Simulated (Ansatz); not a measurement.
# AlN (P6_3mc): the dielectric response against the k mesh

Aim: how dense a k mesh do ε∞ and the zone-centre modes of AlN (P6_3mc) need?

Calculated with Ansatz 0.2.0; DFT LDA, scalar-relativistic, plane waves, PAW; PAW set soft_1.

The database entry behind the starting cell differs from later determinations by our own check (inner coordinate u about 0.002 short), so it need not match the best structure at ambient conditions.

## 1. Set-up

The structure is hexagonal, space group P6_3mc (No. 186). The conventional cell has a = 3.113 Å, b = 3.113 Å, c = 4.981 Å, α = 90.00°, β = 90.00°, γ = 120.00°. N has 4 Al at 1.89 Å nearest. Nearest to Al lie 4 N at 1.89 Å. Farther neighbours and most contacts between anions are not listed.

## 2. Bringing the structure to rest

Harmonic phonons are second derivatives at a point where the forces vanish, and they are wanted at zero stress, so atoms and cell are relaxed first.

input.yaml

```yaml
crystal:
  lattice:
    - [3.113, 0.0, 0.0]
    - [-1.5565, 2.695937082, 0.0]
    - [0.0, 0.0, 4.981]
  atoms:
    - { symbol: "N", position: [0.33333333, 0.66666667, 0.38] }
    - { symbol: "N", position: [0.66666667, 0.33333333, 0.88] }
    - { symbol: Al, position: [0.33333333, 0.66666667, 0.0] }
    - { symbol: Al, position: [0.66666667, 0.33333333, 0.5] }
kpoints:
  mp_grid: { grid: [9, 9, 6] }
hamiltonian:
  xc: lda
  pseudopotentials: { kind: paw, azcp: { folder: soft_1 }, xc_functional: pbe }
scf:
  occupations: { method: gaussian, width: 0.02 }
output:
  forces: true
  stress: true
  eigenvalues: true
relax:
  adjacent_minimum: "off"
  f_tol: 0.005
  max_steps: 80
  cell: { stress_tol: 0.05 }
```

Started as:

```console
$ ansatz run input.yaml --threads 8 --pin off --max-ram 16384MiB --backend cpu --events-out ev --progress --plain --runs-dir out
```

Numbers of over 12 decimals in the logs are rounded to 6 here.

Output:

```text
Engine: ansatz 0.2.0, x86_64-unknown-linux-gnu
Pseudopotentials: kind: paw
Pseudopotential: N, paw, valence charge 5, recommended cutoff 420 eV (normal), soft_1/N.paw.azcp
Pseudopotential: Al, paw, valence charge 3, recommended cutoff 420 eV (normal), soft_1/Al.paw.azcp
Functional definition: SPW92
  exchange = slater_x
  correlation = pw_c
Crystal: 4 atoms, lattice volume = 41.803 Å³
Basis set: ecut = 420 eV, 809 PW (Γ)
Bands: 12, of which v1, the nominal top of the filled ones, is band 8 counted from 1 (7 counted from 0)
Symmetry: 12 space group operations
Space group: P63mc (ITA 186), of the structure as read, at distance tolerance 3.5e-5 Å
k-points: 48 of 486 (time reversal used)
Non-local potential: N, projectors of the file, l = 0: 2, l = 1: 2, l = 2: 1
Non-local potential: Al, projectors of the file, l = 0: 2, l = 1: 2, l = 2: 1
PAW form: soft (Blöchl's): semilocal exchange-correlation on the pseudo side does not see the compensation charge
PAW frozen core: N, regenerated for the run's functional, and the local potential with it (the file was generated under x = pbe(κ = 0.804, μ = 0.219515), c = pbe(β = 0.066725))
PAW frozen core: Al, regenerated for the run's functional, and the local potential with it (the file was generated under x = pbe(κ = 0.804, μ = 0.219515), c = pbe(β = 0.066725))
PAW one-centre angular grid: N, 110 points (default); XC on 64 Gauss nodes
PAW one-centre angular grid: Al, 110 points (default); XC on 64 Gauss nodes
Initial density: superposition of atomic densities (chi_scale 0.1, normalization cell, long waves kept (reshape's long-wave potential 0.00 eV rms))
Initial wavefunctions: pseudopotential atomic-orbital guess
Functional: x = slater, c = lda
SCF iter   1: F=—  HF=-1782.649356 eV  |F-HF|=—  |Δ(HF+E_count)|=         —  Δρ=1.33e-1  dr2=9.09e0  ethr=3.10e-3  ⟨swp⟩=5.8  Hψ=3644  notcnv=0
preconditioner: auto → none  [insulator: Δε(μ)=5.617 eV  Ē_g=14.157 eV  σ=0.020 eV  W_gap=1.00  n_scr=2 (ndim 8)  ℏωp=23.0 eV  f_vac=0.000  D(μ)=0.00/eV (n_scr^D=0)  ε∞_Penn≈3.6]
SCF iter   2: F=—  HF=-1779.833709 eV  |F-HF|=—  |Δ(HF+E_count)|=    2.82e0  Δρ=3.44e-2  dr2=3.38e-1  ethr=3.10e-3  ⟨swp⟩=2.9  Hψ=1689  notcnv=0
SCF iter   3: F=—  HF=-1779.712678 eV  |F-HF|=—  |Δ(HF+E_count)|=   1.21e-1  Δρ=1.28e-2  dr2=4.01e-2  ethr=2.11e-3  ⟨swp⟩=1.0  Hψ=664  notcnv=0
SCF iter   4: F=—  HF=-1779.697167 eV  |F-HF|=—  |Δ(HF+E_count)|=   1.55e-2  Δρ=4.61e-4  dr2=6.44e-5  ethr=2.50e-4  ⟨swp⟩=2.0  Hψ=766  notcnv=0
SCF iter   5: F=—  HF=-1779.697165 eV  |F-HF|=—  |Δ(HF+E_count)|=   2.13e-6  Δρ=4.39e-5  dr2=5.29e-7  ethr=4.02e-7  ⟨swp⟩=2.0  Hψ=914  notcnv=0
SCF iter   6: F=-1779.697165 eV  HF=-1779.697165 eV  |F-HF|=5.40e-10  |Δ(HF+E_count)|=   7.84e-8  Δρ=6.53e-6  dr2=5.24e-9  ethr=6.25e-10  ⟨swp⟩=5.1  Hψ=3021  notcnv=0
SCF 1 converged in 6 iterations: F = -1779.697165 eV  dr2 = 5.24e-9
  greatest PAW one-centre occupation: 0.781 electrons in one spin orbital (limit 2), on the N atom at site 1 (counted from 0), in its partial waves of l = 0
relax step   1: F+E_penalty+E_count = -1779.69716464 eV  Δ(F+E_penalty+E_count) = +0.000e0 eV  max|allowed force component| = 1.169e-1 eV/Å  Δτ_max = 0.0000 Å  P = -4.674 GPa  Ω = 41.803 Å³  (6 SCF iters, dr2 threshold 1.00e-7 eV, accepted)
Crystal: 4 atoms, lattice volume = 41.320 Å³
Basis set: ecut = 420 eV, 785 PW (Γ)
Initial density: handed on by an earlier stage of this run
Initial wavefunctions: those handed on with the density
iter 1 solved again at ethr=2.20e-5 eV; its pass at ethr=3.10e-3 eV (dr2=3.52e-3 eV) is discarded
SCF iter   1: F=—  HF=-1779.710611 eV  |F-HF|=—  |Δ(HF+E_count)|=         —  Δρ=2.76e-3  dr2=3.57e-3  ethr=2.20e-5  ⟨swp⟩=1.0  Hψ=3606  notcnv=0
preconditioner: auto → none  [insulator: Δε(μ)=4.356 eV  Ē_g=13.072 eV  σ=0.020 eV  W_gap=1.00  n_scr=2 (ndim 8)  ℏωp=23.1 eV  f_vac=0.000  D(μ)=0.00/eV (n_scr^D=0)  ε∞_Penn≈4.1]
SCF iter   2: F=—  HF=-1779.709508 eV  |F-HF|=—  |Δ(HF+E_count)|=   1.10e-3  Δρ=4.46e-4  dr2=8.15e-5  ethr=2.20e-5  ⟨swp⟩=2.1  Hψ=1034  notcnv=0
SCF iter   3: F=—  HF=-1779.709470 eV  |F-HF|=—  |Δ(HF+E_count)|=   3.81e-5  Δρ=1.65e-4  dr2=7.77e-6  ethr=5.10e-7  ⟨swp⟩=1.9  Hψ=849  notcnv=0
iter 4 did not close the SCF: its close was put off for the readings that it lacked (scf_convergence_deferred on its scf_iter line)
SCF iter   4: F=-1779.709466 eV  HF=-1779.709466 eV  |F-HF|=7.05e-9  |Δ(HF+E_count)|=   4.54e-6  Δρ=9.25e-6  dr2=2.03e-8  ethr=4.86e-8  ⟨swp⟩=2.0  Hψ=866  notcnv=0
iter 5 did not close the SCF: its close was put off for the readings that it lacked (scf_convergence_deferred on its scf_iter line)
SCF iter   5: F=-1779.709466 eV  HF=-1779.709466 eV  |F-HF|=1.09e-10  |Δ(HF+E_count)|=   2.30e-9  Δρ=1.34e-6  dr2=4.15e-10  ethr=1.27e-10  ⟨swp⟩=2.6  Hψ=976  notcnv=0
SCF iter   6: F=-1779.709466 eV  HF=-1779.709466 eV  |F-HF|=1.82e-12  |Δ(HF+E_count)|=  3.96e-11  Δρ=1.41e-7  dr2=4.06e-12  ethr=2.60e-12  ⟨swp⟩=1.0  Hψ=1759  notcnv=0
the search or the solves at the SCF's close seem to have found levels that the self-consistency loop had missed (the run counts 1). By its estimate they hold under 1e-12 electrons; where the run keeps them, the occupations were computed again with them
SCF 2 converged in 6 iterations: F = -1779.709466 eV  dr2 = 4.06e-12
  greatest PAW one-centre occupation: 0.782 electrons in one spin orbital (limit 2), on the N atom at site 1 (counted from 0), in its partial waves of l = 0
relax step   2: F+E_penalty+E_count = -1779.70946563 eV  Δ(F+E_penalty+E_count) = -1.230e-2 eV  max|allowed force component| = 9.115e-2 eV/Å  Δτ_max = 0.0011 Å  P = -2.340 GPa  Ω = 41.320 Å³  energy of the carried Pulay correction = +1.123e-3 eV  (6 SCF iters, dr2 threshold 4.00e-7 eV, accepted)
Crystal: 4 atoms, lattice volume = 40.834 Å³
iter 1 solved again at ethr=2.35e-5 eV; its pass at ethr=3.10e-3 eV (dr2=3.76e-3 eV) is discarded
SCF iter   1: F=—  HF=-1779.715848 eV  |F-HF|=—  |Δ(HF+E_count)|=         —  Δρ=2.89e-3  dr2=3.82e-3  ethr=2.35e-5  ⟨swp⟩=1.0  Hψ=3632  notcnv=0
preconditioner: auto → none  [insulator: Δε(μ)=4.449 eV  Ē_g=13.165 eV  σ=0.020 eV  W_gap=1.00  n_scr=2 (ndim 8)  ℏωp=23.2 eV  f_vac=0.000  D(μ)=0.00/eV (n_scr^D=0)  ε∞_Penn≈4.1]
SCF iter   2: F=—  HF=-1779.714652 eV  |F-HF|=—  |Δ(HF+E_count)|=   1.20e-3  Δρ=4.87e-4  dr2=9.24e-5  ethr=2.35e-5  ⟨swp⟩=2.1  Hψ=1033  notcnv=0
SCF iter   3: F=—  HF=-1779.714611 eV  |F-HF|=—  |Δ(HF+E_count)|=   4.16e-5  Δρ=1.75e-4  dr2=8.30e-6  ethr=5.77e-7  ⟨swp⟩=2.0  Hψ=878  notcnv=0
iter 4 did not close the SCF: its close was put off for the readings that it lacked (scf_convergence_deferred on its scf_iter line)
SCF iter   4: F=-1779.714606 eV  HF=-1779.714606 eV  |F-HF|=1.21e-8  |Δ(HF+E_count)|=   4.79e-6  Δρ=1.17e-5  dr2=3.00e-8  ethr=5.19e-8  ⟨swp⟩=2.0  Hψ=863  notcnv=0
iter 5 did not close the SCF: its close was put off for the readings that it lacked (scf_convergence_deferred on its scf_iter line)
SCF iter   5: F=-1779.714606 eV  HF=-1779.714606 eV  |F-HF|=1.13e-10  |Δ(HF+E_count)|=   5.09e-9  Δρ=2.09e-6  dr2=9.18e-10  ethr=1.88e-10  ⟨swp⟩=2.4  Hψ=968  notcnv=0
SCF iter   6: F=-1779.714606 eV  HF=-1779.714606 eV  |F-HF|=1.36e-12  |Δ(HF+E_count)|=  2.27e-11  Δρ=1.36e-7  dr2=4.30e-12  ethr=5.74e-12  ⟨swp⟩=1.0  Hψ=1660  notcnv=0
SCF 3 converged in 6 iterations: F = -1779.714606 eV  dr2 = 4.30e-12
  greatest PAW one-centre occupation: 0.783 electrons in one spin orbital (limit 2), on the N atom at site 1 (counted from 0), in its partial waves of l = 0
relax step   3: F+E_penalty+E_count = -1779.71460584 eV  Δ(F+E_penalty+E_count) = -5.140e-3 eV  max|allowed force component| = 3.032e-2 eV/Å  Δτ_max = 0.0023 Å  P = +0.136 GPa  Ω = 40.834 Å³  energy of the carried Pulay correction = +2.266e-3 eV  (6 SCF iters, dr2 threshold 4.00e-7 eV, accepted)
[...]
relax step   4: F+E_penalty+E_count = -1779.71464585 eV  Δ(F+E_penalty+E_count) = -4.002e-5 eV  max|allowed force component| = 1.780e-3 eV/Å  Δτ_max = 0.0018 Å  P = +0.018 GPa  Ω = 40.851 Å³  energy of the carried Pulay correction = +2.226e-3 eV  (6 SCF iters, dr2 threshold 9.99e-8 eV, accepted)
[...]
relax step   5: F+E_penalty+E_count = -1779.71464732 eV  Δ(F+E_penalty+E_count) = -1.471e-6 eV  max|allowed force component| = 4.264e-4 eV/Å  Δτ_max = 0.0003 Å  P = -0.002 GPa  Ω = 40.856 Å³  energy of the carried Pulay correction = +2.212e-3 eV  (6 SCF iters, dr2 threshold 7.55e-8 eV, accepted)
[...]
relax step   6: F+E_penalty+E_count = -1779.71273323 eV  Δ(F+E_penalty+E_count) = +1.914e-3 eV  max|allowed force component| = 3.763e-4 eV/Å  Δτ_max = 0.0000 Å  P = -0.096 GPa  Ω = 40.856 Å³  stress off target by 1.04e-1 GPa  SCF on the basis re-selected at this cell (its energy is not comparable with the rows above)  (6 SCF iters)
[...]
relax step   7: F+E_penalty+E_count = -1779.71278119 eV  Δ(F+E_penalty+E_count) = -4.797e-5 eV  max|allowed force component| = 5.481e-6 eV/Å  Δτ_max = 0.0000 Å  P = -0.001 GPa  Ω = 40.838 Å³  energy of the carried Pulay correction = +4.239e-5 eV  (6 SCF iters, dr2 threshold 2.69e-8 eV, accepted)
iter 1 solved again at ethr=1.01e-8 eV; its pass at ethr=3.10e-3 eV (dr2=1.62e-6 eV) is discarded
SCF iter   1: F=—  HF=-1779.712745 eV  |F-HF|=—  |Δ(HF+E_count)|=         —  Δρ=3.43e-6  dr2=5.59e-10  ethr=1.01e-8  ⟨swp⟩=3.0  Hψ=5557  notcnv=0
preconditioner: auto → none  [insulator: Δε(μ)=4.416 eV  Ē_g=13.144 eV  σ=0.020 eV  W_gap=1.00  n_scr=2 (ndim 8)  ℏωp=23.2 eV  f_vac=0.000  D(μ)=0.00/eV (n_scr^D=0)  ε∞_Penn≈4.1]
SCF iter   2: F=—  HF=-1779.712745 eV  |F-HF|=—  |Δ(HF+E_count)|=  8.30e-10  Δρ=1.67e-6  dr2=1.22e-10  ethr=3.49e-12  ⟨swp⟩=2.3  Hψ=949  notcnv=0
iter 3 did not close the SCF: its close was put off for the readings that it lacked (scf_convergence_deferred on its scf_iter line)
SCF iter   3: F=-1779.712745 eV  HF=-1779.712745 eV  |F-HF|=3.64e-12  |Δ(HF+E_count)|=  1.77e-10  Δρ=2.57e-7  dr2=8.63e-12  ethr=1.00e-12  ⟨swp⟩=1.4  Hψ=677  notcnv=0
iter 4 did not close the SCF: its close was put off for the readings that it lacked (scf_convergence_deferred on its scf_iter line)
SCF iter   4: F=-1779.712745 eV  HF=-1779.712745 eV  |F-HF|=4.55e-13  |Δ(HF+E_count)|=  1.36e-12  Δρ=2.64e-8  dr2=1.33e-13  ethr=1.00e-12  ⟨swp⟩=1.0  Hψ=576  notcnv=0
iter 5 did not close the SCF: its close was put off for the readings that it lacked (scf_convergence_deferred on its scf_iter line)
SCF iter   5: F=-1779.712745 eV  HF=-1779.712745 eV  |F-HF|=0.00e0  |Δ(HF+E_count)|=    0.00e0  Δρ=5.14e-9  dr2=1.09e-14  ethr=1.00e-12  ⟨swp⟩=1.0  Hψ=576  notcnv=0
iter 6 did not close the SCF: its close was put off for the readings that it lacked (scf_convergence_deferred on its scf_iter line)
SCF iter   6: F=-1779.712745 eV  HF=-1779.712745 eV  |F-HF|=0.00e0  |Δ(HF+E_count)|=    0.00e0  Δρ=1.96e-9  dr2=1.57e-15  ethr=1.00e-12  ⟨swp⟩=1.0  Hψ=576  notcnv=0
SCF iter   7: F=-1779.712745 eV  HF=-1779.712745 eV  |F-HF|=2.27e-13  |Δ(HF+E_count)|=  2.27e-13  Δρ=1.39e-10  dr2=6.14e-18  ethr=1.00e-12  ⟨swp⟩=1.0  Hψ=1344  notcnv=0
SCF 8 converged in 7 iterations: F = -1779.712745 eV  dr2 = 6.14e-18
relax step   8: F+E_penalty+E_count = -1779.71274497 eV  Δ(F+E_penalty+E_count) = +3.622e-5 eV  max|allowed force component| = 2.564e-5 eV/Å  Δτ_max = 0.0000 Å  P = -0.002 GPa  Ω = 40.838 Å³  stress off target by 3.35e-3 GPa  SCF on the basis re-selected at this cell (its energy is not comparable with the rows above)  (7 SCF iters)
basis re-selected at this cell: Δ(F+E_penalty+E_count) = +3.622e-5 eV, ΔP = -0.001 GPa vs the last step (what re-selecting the basis moved, of the pressure what is left beyond the Pulay correction that the steps carried, after the strain that the cell walked since its last selection, with what the two solves' SCF thresholds leave and, on support functions, any second-order correction that the steps lacked; it is no m [...]
SCF converged after 7 iterations
Free energy (F): -1779.712745 eV
Harris-Foulkes:  -1779.712745 eV  (|F-HF|=2.27e-13)
Internal energy: -1779.712745 eV  (E = F + TS)
E sigma→0 (E₀):  -1779.712745 eV
Fermi energy:    9.303162 eV
--- Per-component energies (eV) ---
  E_band       = 29.386843
  E_kinetic    = 313.985346
  E_local      = -417.738019  (includes V_loc(G=0)·N_el)
  E_nonlocal   = 93.398245
  E_hartree    = 152.386880
  E_xc         = -196.400463
  E_vxc        = -213.861940  (∫ρ·V_xc dr)
  E_paw        = -1129.325579  (= ΣΔE_a)
  E_vpaw       = -51.172189  (= ΣTr[D̂ρ^β])
  E_aug_tail   = 0.001642  (compensation charges beyond the density's cutoff)
  E_ewald      = -596.292316
  E_core_change = 0.271521  (= ΣΔE_core)
  E_smearing   = -0.000000  (= −TS)
  E_closure    = 0.000000  (closes the sum)
  Σ components = -1779.712745   (vs F -1779.712745, Δ=0.00e0)
--- Forces (eV/Å), atoms counted from 1 ---
  atom   1  N     -0.00000000     0.00000000    -0.00002148
  atom   2  N      0.00000000     0.00000000    -0.00002148
  atom   3  Al    -0.00000000    -0.00000000     0.00002981
  atom   4  Al    -0.00000000     0.00000000     0.00002981
  max |Σ_I F_I| component: 1.67e-5 eV/Å
--- Stress (GPa, compression-positive) ---
       -0.001965      -0.000000      -0.000000
       -0.000000      -0.001965      -0.000000
       -0.000000      -0.000000      -0.003345
  P = ⅓ Tr σ = -0.0024 GPa (-0.024 kbar)
--- Band table (eV; the first three rows and the last of 48) ---
  k-point 0: bands = [... 4 lower, 6.2090, 6.8672, 6.8672, 7.0953, 11.5111, 13.8318, 17.7538, 18.2026]
  k-point 1: bands = [... 4 lower, 6.2507, 6.4977, 6.8205, 6.8205, 11.9883, 13.9061, 17.5741, 18.1707]
  k-point 2: bands = [... 4 lower, 6.3658, 6.3658, 6.6950, 6.6950, 12.9180, 13.9913, 17.2792, 18.2228]
  k-point 47: bands = [... 4 lower, 3.1126, 3.1126, 6.2892, 6.2892, 14.4551, 14.4551, 14.9279, 14.9279]
--- Relaxed structure (6 steps of the walk, 6 accepted, 2 SCFs on fresh bases) ---
  F+E_penalty+E_count = -1779.71274497 eV   max|allowed force component| = 2.564e-5 eV/Å   (the final SCF, on the basis selected at the relaxed cell)
  cell:  # Å, volume = 40.8382 Å³
    - [3.088622, 9.021499302827641e-19, 0]
    - [-1.544311, 2.674826, 0]
    - [0, 0, 4.943175]
  atoms:
    - { symbol: N, position: [0.333333, 0.666667, 0.380990] }
    - { symbol: N, position: [0.666667, 0.333333, 0.880990] }
    - { symbol: Al, position: [0.333333, 0.666667, -0.000990245] }
    - { symbol: Al, position: [0.666667, 0.333333, 0.499010] }
```

Elapsed: 3.4 s, on 8 threads of AMD EPYC 7B13 (Zen 3), shared host; peak memory 0.43 GiB.

The steps of the relaxation:

```csv
step,energy less that of the first step (eV),largest force component (eV/Å),pressure (GPa),volume (Å³)
1,0.0000,0.1169,-4.67,41.80
2,-0.0123,0.0912,-2.34,41.32
3,-0.0174,0.0303,0.14,40.83
4,-0.0175,0.0018,0.02,40.85
5,-0.0175,0.0004,0.00,40.86
6*,-0.0156,0.0004,-0.10,40.86
7,-0.0156,0.0000,0.00,40.84
8*,-0.0156,0.0000,0.00,40.84
```

Relaxation steps marked * repeat the geometry before them on a plane-wave basis chosen anew for their cell, so energy and pressure can jump there.

Forces are held to the 12 operations that the run works with; a distortion that breaks them can't arise in this run.

```csv
"conventional cell, symmetrised",before,after,change
a (Å),3.113,3.089,-0.8 %
b (Å),3.113,3.089,-0.8 %
c (Å),4.981,4.943,-0.8 %
volume (Å³/atom),10.45,10.21,-2.3 %
```

Final coordinates:

```cif
data_structure
_symmetry_space_group_name_H-M 'P 1'
_symmetry_Int_Tables_number 1
_cell_length_a 3.0886
_cell_length_b 3.0886
_cell_length_c 4.9432
_cell_angle_alpha 90.000
_cell_angle_beta 90.000
_cell_angle_gamma 120.000
_cell_volume 40.84
loop_
_atom_site_label
_atom_site_type_symbol
_atom_site_fract_x
_atom_site_fract_y
_atom_site_fract_z
_atom_site_occupancy
N1 N 0.33333 0.66667 0.38099 1
N2 N 0.66667 0.33333 0.88099 1
Al3 Al 0.33333 0.66667 0.99901 1
Al4 Al 0.66667 0.33333 0.49901 1
```

Numbers from this step:

* pressure: -0.002425 GPa
* gap on the k-mesh: 4.416 eV
* volume per atom: 10.21 Å³

In this step the volume went from 10.45 to 10.21 Å³/atom.

## 3. Tight relaxation

Phonons need small forces and stress, so the relaxation is finished with tight tolerances on 9×9×6 k points.

input.yaml, the sections that differ from step 2:

```yaml
crystal:
  lattice:
    - [3.0886224675, 0.0, 0.0]
    - [-1.5443112337, 2.6748255195, 0.0]
    - [0.0, 0.0, 4.9431753226]
  atoms:
    - { symbol: "N", position: [0.3333333333, 0.6666666667, 0.3809902453] }
    - { symbol: "N", position: [0.6666666667, 0.3333333333, 0.8809902453] }
    - { symbol: Al, position: [0.3333333333, 0.6666666667, -0.0009902453] }
    - { symbol: Al, position: [0.6666666667, 0.3333333333, 0.4990097547] }
scf:
  occupations: { method: fixed }
relax:
  adjacent_minimum: "off"
  f_tol: 0.001
  max_steps: 60
  cell: { stress_tol: 0.01 }
# kpoints, hamiltonian, output: as in step 2
```

Output:

```text
[...]
Crystal: 4 atoms, lattice volume = 40.838 Å³
Basis set: ecut = 420 eV, 785 PW (Γ)
Bands: 12, of which v1, the nominal top of the filled ones, is band 8 counted from 1 (7 counted from 0)
Symmetry: 12 space group operations
[...]
k-points: 48 of 486 (time reversal used)
[...]
--- Relaxed structure (1 steps of the walk, 1 accepted, 1 SCFs on fresh bases) ---
[...]
cell:  # Å, volume = 40.8382 Å³
    - [3.088622, -2.88675155478305e-11, 0.0]
    - [-1.544311, 2.674826, 0.0]
    - [0.0, 0.0, 4.9431753226]
  atoms:
    - { symbol: N, position: [0.333333, 0.666667, 0.380990] }
    - { symbol: N, position: [0.666667, 0.333333, 0.880990] }
    - { symbol: Al, position: [0.333333, 0.666667, -0.000990245] }
    - { symbol: Al, position: [0.666667, 0.333333, 0.499010] }
[key lines of the parts left out:]
SCF converged after 5 iterations
Free energy (F): -1779.712745 eV
Fermi energy:    7.095270 eV
P = ⅓ Tr σ = -0.0024 GPa (-0.024 kbar)
```

Wall time 0.99 s (8 threads); peak memory 0.44 GiB; 5.6 s of CPU time.

Little changed from the start: no atom moved by 0.005 Å and no cell edge by 0.1 %.

This step gave:

```yaml
pressure: -0.002424 GPa
```

The largest force component left is 0.030 meV/Å and the pressure is -0.002 GPa, within the tolerances set. The cell now holds 10.21 Å³/atom.

[end of part 1 of 2]

[Logs are printed without paths, hosts, clocks, repeated set-up lines and the standing remarks that a program may print on its own settings, such as how far it seeks lower states.]

[Hosts, paths, dates, database ids (printed as entryN), source tags and the programs' standing remarks are cut or masked in the printed files.]
